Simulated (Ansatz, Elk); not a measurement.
**Bonding as seen by X-rays: Li2As2Ru**

Structure refinements treat a crystal as free atoms side by side. For a made-up structure of Li2As2Ru (cell and positions from a PBE relaxation) the runs below show what the calculated density changes in F(hkl).

Method: DFT, PBE, all-electron APW+lo, Dirac cores, scalar-relativistic bands, static density, no spin, in Elk 11.2.3 (patched build).

The structure was built from a prototype and need not be the compound's stable phase.

## (1) Starting point

It takes space group P-3m1 (No. 164, trigonal). The conventional cell has a = 3.989 Å, b = 3.989 Å, c = 5.939 Å, α = 90.00°, β = 90.00°, γ = 120.00°. Nearest to Ru lie 6 As at 2.56 Å. Nearest to As lie 4 Li at 2.48 to 2.76 Å and 3 Ru at 2.56 Å. Li has 4 As at 2.48 to 2.76 Å nearest. Farther neighbours are not listed.

## (2) Ground state and structure factors

An all-electron density is needed, since X-rays see the cores too. Task 0 finds the density and task 195 Fourier-transforms it; tshift is off so that phases refer to the origin typed.

File elk.in:

```
tasks
  0
  195

xctype
  20

spinpol
  .false.

rgkmax
  7.0

gmaxvr
  14.0

lmaxo
  7

lmaxapw
  8

swidth
  0.002

tshift
  .false.

ramdisk
  .false.

hmaxvr
  5.5

maxscl
  120

epspot
  1e-06

sppath
  './'

avec
  7.53742880856 0.00000000000 0.00000000000
  -3.76871440428 6.52760482743 -0.00000000000
  -0.00000000000 -0.00000000000 11.22261082930

atoms
  3
  'Ru.in'
  1
  -0.0000000000 -0.0000000000 0.0000000000   0.000000 0.000000 0.000000
  'As.in'
  2
  0.3333333333 0.6666666667 0.1894606218   0.000000 0.000000 0.000000
  0.6666666667 0.3333333333 0.8105393782   0.000000 0.000000 0.000000
  'Li.in'
  2
  0.3333333333 0.6666666667 0.6545655800   0.000000 0.000000 0.000000
  0.6666666667 0.3333333333 0.3454344200   0.000000 0.000000 0.000000

ngridk
  7 7 4
```

On the command line:

```bash
$ OMP_NUM_THREADS=4 elk
```

Numbers of over 12 decimals in the logs are rounded to 6 here.

Log:

```text
┌─────────────────────────┐
│ Elk code version 11.2.3 │
└─────────────────────────┘

All units are atomic (Hartree, Bohr, etc.)

┌─────────────────────────────────────────────────┐
│ Ground-state run starting from atomic densities │
└─────────────────────────────────────────────────┘

Lattice vectors :
   7.537428809       0.000000000       0.000000000
  -3.768714404       6.527604827      -0.000000000
  -0.000000000      -0.000000000       11.22261083

Reciprocal lattice vectors :
  0.8335979638      0.4812780088       0.000000000
  -0.000000000      0.9625560176       0.000000000
  -0.000000000       0.000000000      0.5598684123

Unit cell volume      :    552.1676783
Brillouin zone volume :   0.4492298684

Muffin-tin inner radius fraction :   0.1000000000E-01

Nuclei treated as point charges

Species : 1 (Ru)
 parameters loaded from : Ru.in
 name : ruthenium
 nuclear charge    :   -44.00000000
 electronic charge :    44.00000000
 atomic mass :    184239.3393
 muffin-tin radius :    2.492567786
 number of radial points in muffin-tin :   1193
 inner part over the whole radius :   0.9952138903E-02
 number on inner part of muffin-tin    :    848
 approximate nuclear radius :   0.8462081736E-04
 number of mesh points to nuclear radius :    423
 atomic positions (lattice), magnetic fields (Cartesian) :
  1 :   0.00000000  0.00000000  0.00000000    0.00000000  0.00000000  0.00000000

Species : 2 (As)
 parameters loaded from : As.in
 name : arsenic
 nuclear charge    :   -33.00000000
 electronic charge :    33.00000000
 atomic mass :    136573.7220
 muffin-tin radius :    2.300831802
 number of radial points in muffin-tin :    993
 inner part over the whole radius :   0.9984862215E-02
 number on inner part of muffin-tin    :    702
 approximate nuclear radius :   0.7712558785E-04
 number of mesh points to nuclear radius :    342
 atomic positions (lattice), magnetic fields (Cartesian) :
  1 :   0.33333333 -0.33333333  0.18946062    0.00000000  0.00000000  0.00000000
  2 :  -0.33333333  0.33333333 -0.18946062    0.00000000  0.00000000  0.00000000

Species : 3 (Li)
 parameters loaded from : Li.in
 name : lithium
 nuclear charge    :   -3.000000000
 electronic charge :    3.000000000
 atomic mass :    12652.66898
 muffin-tin radius :    1.800000000
 number of radial points in muffin-tin :    593
 inner part over the whole radius :   0.9806707936E-02
 number on inner part of muffin-tin    :    401
 approximate nuclear radius :   0.4000070961E-04
 number of mesh points to nuclear radius :    148
 atomic positions (lattice), magnetic fields (Cartesian) :
  1 :   0.33333333 -0.33333333 -0.34543442    0.00000000  0.00000000  0.00000000
  2 :  -0.33333333  0.33333333  0.34543442    0.00000000  0.00000000  0.00000000

Total number of atoms per unit cell :    5
Total muffin-tin volume :    215.7665556
 ratio of muffin-tin to unit cell volume :   0.3907627413

Spin treatment :
 spin-unpolarised

Number of Bravais lattice symmetries :   24
Number of crystal symmetries         :   12
Crystal has inversion symmetry
Real symmetric eigensolver will be used

k-point grid :      7     7     4
k-point offset :    0.000000000       0.000000000       0.000000000
k-point set is reduced with full crystal symmetry group
Total number of k-points :       28

Muffin-tin radius times maximum |G+k| :    7.000000000
 using average radius
Maximum |G+k| for APW functions       :    3.272792473
Maximum (1/2)|G+k|²                   :    5.355585286
Maximum |G| for potential and density :    14.00000000
Constant for pseudocharge density :    9
 order of it for each species :   16  16  16
 order of it for pair densities of each species (exact exchange by exxq0 0: 17) :   13  11   5
Radial integration step length :    1

G-vector grid sizes :     35    35    54
Number of G-vectors :    25551

Maximum angular momentum used for
 APW functions            :    8
 outer part of muffin-tin :    7
 inner part of muffin-tin :    2

Total nuclear charge    :   -116.0000000
[...]
valence                     :    52.00000000
 interstitial                :    6.912713095
 muffin-tins (core leakage)
  species : 1 (Ru)
   atom 1                    :    41.80032946     ( -0.2347900470E-06)
  species : 2 (As)
   atom 1                    :    31.45398362     (  0.2669583131E-03)
   atom 2                    :    31.45398362     (  0.2669583131E-03)
  species : 3 (Li)
   atom 1                    :    2.189495104     (   0.000000000    )
   atom 2                    :    2.189495104     (   0.000000000    )
 total in muffin-tins        :    109.0872869
 total calculated charge     :    115.9997224
 total charge                :    116.0000000
 error                       :   0.2775657278E-03

RMS change in Kohn-Sham potential (target) :    7.712195554     (  0.1000000000E-05)
Absolute change in total energy (target)   :    5.332057259     (  0.1000000000E-03)

[... loops 3 to 19 left out ...]

┌──────────────────┐
│ Loop number : 20 │
└──────────────────┘

Energies :
 Fermi                       :     0.210288
 sum of occupied eigenvalues :     -5322.9261940673
 electron kinetic            :      9353.7910841373
 core electron kinetic       :      8844.6576687320
 Coulomb                     :     -18117.506030437
 Coulomb potential           :     -14279.003428348
 nuclear-nuclear             :     -893.02262395813
 electron-nuclear            :     -20190.262549205
 Hartree                     :      2965.7791427270
 Madelung                    :     -10978.004316263
 xc potential                :     -397.71384985663
 exchange                    :     -299.69010850100
 correlation                 :     -5.743584
 electron entropic           :    -0.13698588822442E-02
 total energy                :     -9069.1500083259

Density of states at Fermi energy :    106.6130239
 (states/Hartree/unit cell)

Estimated indirect band gap :   0.1596294531E-02
 from k-point 7 to k-point 13
Estimated direct band gap   :   0.8135966939E-02
 at k-point 16

Charges :
 core                        :    64.00000000
 valence                     :    52.00000000
 interstitial                :    6.453273825
 muffin-tins (core leakage)
  species : 1 (Ru)
[...]
species : 2 (As)
[...]
species : 3 (Li)
   atom 1                    :    2.172091013     (   0.000000000    )
   atom 2                    :    2.172091013     (   0.000000000    )
 total in muffin-tins        :    109.5467262
 total calculated charge     :    115.9997655
 total charge                :    116.0000000
 error                       :   0.2344849406E-03

RMS change in Kohn-Sham potential (target) :   0.1515749841E-06 (  0.1000000000E-05)
Absolute change in total energy (target)   :   0.5598443749E-05 (  0.1000000000E-03)

Convergence targets achieved

┌──────────────────┐
│ Loop number : 21 │
└──────────────────┘

Energies :
 Fermi                       :     0.210288
 sum of occupied eigenvalues :     -5322.9261929767
 electron kinetic            :      9353.7910827776
 core electron kinetic       :      8844.6576688090
 Coulomb                     :     -18117.506028159
 Coulomb potential           :     -14279.003431859
 nuclear-nuclear             :     -893.02262395813
 electron-nuclear            :     -20190.262541048
 Hartree                     :      2965.7791368465
 Madelung                    :     -10978.004312230
 xc potential                :     -397.71384389527
 exchange                    :     -299.69010833555
 correlation                 :     -5.743584
 electron entropic           :    -0.13698587755005E-02
 total energy                :     -9069.1500072407

Density of states at Fermi energy :    106.6130146
 (states/Hartree/unit cell)

Estimated indirect band gap :   0.1596290627E-02
 from k-point 7 to k-point 13
Estimated direct band gap   :   0.8135971711E-02
 at k-point 16

Charges :
 core                        :    64.00000000
 valence                     :    52.00000000
 interstitial                :    6.453273950
 muffin-tins (core leakage)
  species : 1 (Ru)
   atom 1                    :    42.67759463     ( -0.2391533300E-06)
  species : 2 (As)
   atom 1                    :    31.26247469     (  0.2607475170E-03)
   atom 2                    :    31.26247469     (  0.2607475170E-03)
  species : 3 (Li)
   atom 1                    :    2.172091021     (   0.000000000    )
   atom 2                    :    2.172091021     (   0.000000000    )
 total in muffin-tins        :    109.5467260
 total calculated charge     :    115.9997655
 total charge                :    116.0000000
 error                       :   0.2344849500E-03

┌──────────────────────────────┐
│ Self-consistent loop stopped │
└──────────────────────────────┘

Warning : core states of species 2 leak from the muffin-tin :   0.2607475170E-03

Wrote STATE.OUT
```

The job ended after 29 s (4 threads of Arm Neoverse V2, shared host; peak memory 0.18 GiB; 85 s of CPU time).

SFACRHO.OUT:

```text

h k l indices transformed by vhmat matrix:
   1.000000000       0.000000000       0.000000000    
   0.000000000       1.000000000       0.000000000    
   0.000000000       0.000000000       1.000000000    

      h      k      l  multipl.   |H|            Re(F)            Im(F)           |F|

      0      0      0      1   0.0000000       116.00000      0.35121343E-17   116.00000    
      0      0     -1      2  0.55986841       62.062730     -0.23946456E-15   62.062730    
      1     -1      0      6  0.96255602       7.6195889      0.23946456E-15   7.6195889    
      1     -1      1      6   1.1135379       69.457635     -0.23946456E-15   69.457635    
     -1      0     -1      6   1.1135379      -14.090724     -0.10790872E-13   14.090724    
      0      0     -2      2   1.1197368      -4.7079845      -0.0000000       4.7079845    
      1      0     -2      6   1.4765922       85.523903     -0.13020885E-13   85.523903    
      1      0      2      6   1.4765922       19.687008      0.71839368E-15   19.687008    
      1     -2      0      6   1.6671959       83.874097      0.13433164E-15   83.874097    
      0      0      3      2   1.6796052      -8.9063888     -0.59866140E-16   8.9063888    
      1      1      1     12   1.7586912       47.251628     -0.69444722E-14   47.251628    
      2     -2      0      6   1.9251120       5.7504292      -0.0000000       5.7504292    
      1      0     -3      6   1.9358688       32.421984      -0.0000000       32.421984    
      1      0      3      6   1.9358688       66.679827      -0.0000000       66.679827    
      2     -2      1      6   2.0048713      -12.004902     -0.44899605E-16   12.004902    
      0      2     -1      6   2.0048713       56.355768     -0.11015370E-13   56.355768    
     -1     -1     -2     12   2.0083209      -4.0979415     -0.55076848E-14   4.0979415    
      0     -2     -2      6   2.2270759       16.443074     -0.93391178E-14   16.443074
```

Elk indexes on the primitive cell of elk.in and gives |H| = 4π sin θ/λ in inverse bohr. Below, one row stands for each form hkl of the conventional cell (m members, Friedel mates merged), F is for one primitive cell and the density is static (no thermal factor). Free-atom factors are Waasmaier and Kirfel's, and R is Σm||F|−|F'||/Σm|F|.

```csv
hkl,m,sin θ/λ (Å⁻¹),"abs F, DFT",neutral atoms,diff.
001,2,0.084,62.063,62.034,+0.028
100,6,0.145,7.620,7.807,-0.187
011,6,0.168,69.458,69.440,+0.018
101,6,0.168,14.091,13.921,+0.169
002,2,0.168,4.708,4.285,+0.423
012,6,0.222,85.524,85.905,-0.381
102,6,0.222,19.687,19.813,-0.126
110,6,0.251,83.874,84.302,-0.428
003,2,0.253,8.906,8.813,+0.094
111,12,0.265,47.252,47.554,-0.303
200,6,0.289,5.750,5.756,-0.006
013,6,0.291,32.422,32.516,-0.094
103,6,0.291,66.680,66.939,-0.259
021,6,0.301,12.005,12.109,-0.104
201,6,0.301,56.356,56.561,-0.205
112,12,0.302,4.098,4.166,-0.068
022,6,0.335,16.443,16.341,+0.102
202,6,0.335,72.448,72.658,-0.210
004,2,0.337,28.249,28.250,-0.001
113,12,0.356,7.967,8.094,-0.127
014,6,0.367,10.256,10.407,-0.151
104,6,0.367,64.295,64.359,-0.064
```

## (3) The highest occupied states alone

An energy window below the Fermi level keeps the highest occupied states, to see at which angles they scatter; shallow core shells can lie inside it and anion s states outside. No new self-consistency is needed.

elk.in, as its differences from that of step 2:

```diff
@@ -1,3 +1,2 @@
 tasks
-  0
   195
@@ -40,2 +39,5 @@
 
+wsfac
+  -0.157210 0.510290
+
 sppath
```

On the command line:

```bash
$ OMP_NUM_THREADS=4 elk
```

Log:

```text
┌─────────────────────────────────┐
│ Elk code version 11.2.3 started │
└─────────────────────────────────┘

Info(readinput): the functional depends on the density's gradient
 muffin-tin radial points multiplied by    2.00000
 (not where nrmtscf is given)

┌────────────────────┐
│ Current task : 195 │
└────────────────────┘
Info(checkmt): changed muffin-tin radius of species 1 (Ru) from   2.6000 to   2.4926
Info(checkmt): changed muffin-tin radius of species 2 (As) from   2.4000 to   2.3008

Info(sfacrho): density structure factors written to SFACRHO.OUT

 Energy window :  -0.1572100000      0.5102900000

┌──────────────────┐
│ Elk code stopped │
└──────────────────┘
```

Run time: 7.8 s. Hardware: 4 threads; peak memory 0.16 GiB.

States within 10 eV below the Fermi level hold 16.09 electrons; any levels below the window count with the cores, and a count that is not whole means the window cuts a band. Their amplitudes can exceed the total, where window and core parts have opposite phase:

```
hkl  sin θ/λ (Å⁻¹)  abs F, window  abs F, all
001          0.084          7.248      62.063
100          0.145          2.963       7.620
011          0.168          4.605      69.458
101          0.168          1.995      14.091
002          0.168          1.955       4.708
012          0.222          2.277      85.524
102          0.222          2.103      19.687
110          0.251          1.500      83.874
003          0.253          1.393       8.906
111          0.265          1.210      47.252
```

## (4) Another functional

The difference from free atoms is small, so it is set against the change that LDA (Perdew-Wang) makes.

elk.in, as its differences from that of step 3:

```diff
@@ -1,2 +1,3 @@
 tasks
+  0
   195
@@ -4,3 +5,3 @@
 xctype
-  20
+  3
 
@@ -39,5 +40,2 @@
 
-wsfac
-  -0.157210 0.510290
-
 sppath
```

On the command line:

```bash
$ OMP_NUM_THREADS=4 elk
```

Log:

```text
┌─────────────────────────┐
│ Elk code version 11.2.3 │
└─────────────────────────┘

All units are atomic (Hartree, Bohr, etc.)

┌─────────────────────────────────────────────────┐
│ Ground-state run starting from atomic densities │
└─────────────────────────────────────────────────┘

Lattice vectors :
   7.537428809       0.000000000       0.000000000
  -3.768714404       6.527604827      -0.000000000
  -0.000000000      -0.000000000       11.22261083

Reciprocal lattice vectors :
  0.8335979638      0.4812780088       0.000000000
[...]
atom 2                    :    31.27766976     (  0.2622797561E-03)
  species : 3 (Li)
   atom 1                    :    2.174129513     (   0.000000000    )
   atom 2                    :    2.174129513     (   0.000000000    )
 total in muffin-tins        :    109.5828338
 total calculated charge     :    115.9997842
 total charge                :    116.0000000
 error                       :   0.2158332673E-03

┌──────────────────────────────┐
│ Self-consistent loop stopped │
└──────────────────────────────┘

Warning : core states of species 2 leak from the muffin-tin :   0.2622797561E-03

Wrote STATE.OUT
[key lines of the parts left out:]
total energy                :     -9058.4531773774
```

The job ended after 17 s (4 threads; peak memory 0.16 GiB).

Against the first run R = 0.08 %; the largest change is -0.062 at 300.

## (5) Basis size

A smaller basis shows how fast F responds to it; the change is likely larger than the basis error of the first run, but doesn't show convergence.

elk.in, as its differences from that of step 4:

```diff
@@ -5,3 +5,3 @@
 xctype
-  3
+  20
 
@@ -11,3 +11,3 @@
 rgkmax
-  7.0
+  5.5
```

On the command line:

```bash
$ OMP_NUM_THREADS=4 elk
```

Log:

```text
┌─────────────────────────┐
│ Elk code version 11.2.3 │
└─────────────────────────┘

All units are atomic (Hartree, Bohr, etc.)

┌─────────────────────────────────────────────────┐
│ Ground-state run starting from atomic densities │
└─────────────────────────────────────────────────┘

Lattice vectors :
   7.537428809       0.000000000       0.000000000
  -3.768714404       6.527604827      -0.000000000
  -0.000000000      -0.000000000       11.22261083

Reciprocal lattice vectors :
  0.8335979638      0.4812780088       0.000000000
[...]
atom 2                    :    31.25029656     (  0.2616153503E-03)
  species : 3 (Li)
   atom 1                    :    2.170682775     (   0.000000000    )
   atom 2                    :    2.170682775     (   0.000000000    )
 total in muffin-tins        :    109.4776424
 total calculated charge     :    115.9994903
 total charge                :    116.0000000
 error                       :   0.5096524338E-03

┌──────────────────────────────┐
│ Self-consistent loop stopped │
└──────────────────────────────┘

Warning : core states of species 2 leak from the muffin-tin :   0.2616153503E-03

Wrote STATE.OUT
[key lines of the parts left out:]
total energy                :     -9069.0961001841
```

Run time: 24 s. Hardware: 4 threads; peak memory 0.17 GiB; 66 s of CPU time.

Against the first run R = 0.02 %; the largest change is +0.042 at 005.

## (6) Settings against the effect

| run | R against the first run (%) | R against neutral atoms, low angle (%) | wall time |
| --- | --- | --- | --- |
| PBE, rgkmax 7 | 0.00 | 0.49 | 29 s |
| LDA (Perdew-Wang) | 0.08 | 0.50 | 17 s |
| rgkmax 5.5 | 0.02 | 0.50 | 24 s |

## (7) What came out

| Property | Result |
| --- | --- |
| R against neutral atoms, sin θ/λ < 0.3 Å⁻¹ | 0.49 % |
| R against neutral atoms, 0.3 to 0.77 Å⁻¹ | 0.30 % |

Independent neutral atoms miss the calculated amplitudes by R = 0.49 % below 0.3 Å⁻¹ and 0.30 % from there to 0.77 Å⁻¹; by shells, 0.70 % below 0.15 Å⁻¹ (2 forms), 0.47 % 0.15 to 0.3 (11 forms), 0.40 % 0.3 to 0.45 (25 forms), 0.28 % above 0.45 (111 forms). Bonding, aspherical density and the tables' own atoms all enter these figures, and the runs don't part them. The largest change of an amplitude is -0.43 electrons, at 110. The window's part falls from 16.1 electrons at the origin to at most 0.28 between 0.45 and 0.77 Å⁻¹. Below 0.3 Å⁻¹ the changes that finished (LDA (Perdew-Wang) and rgkmax 5.5) move F by R = 0.02 % at most, against the 0.49 % that separates it from free atoms. The k-mesh has no finished test. These runs have no spin, though d or f shells may be open. Part of the difference isn't bonding: the tables are fits to free atoms and ions calculated by other methods than this functional. Thermal motion, anomalous dispersion and extinction are left out.

[Logs are printed without paths, hosts, clocks, repeated set-up lines and the standing remarks that a program may print on its own settings, such as how far it seeks lower states.]

[Hosts, paths, dates, database ids (printed as entryN), source tags and the programs' standing remarks are cut or masked in the printed files.]
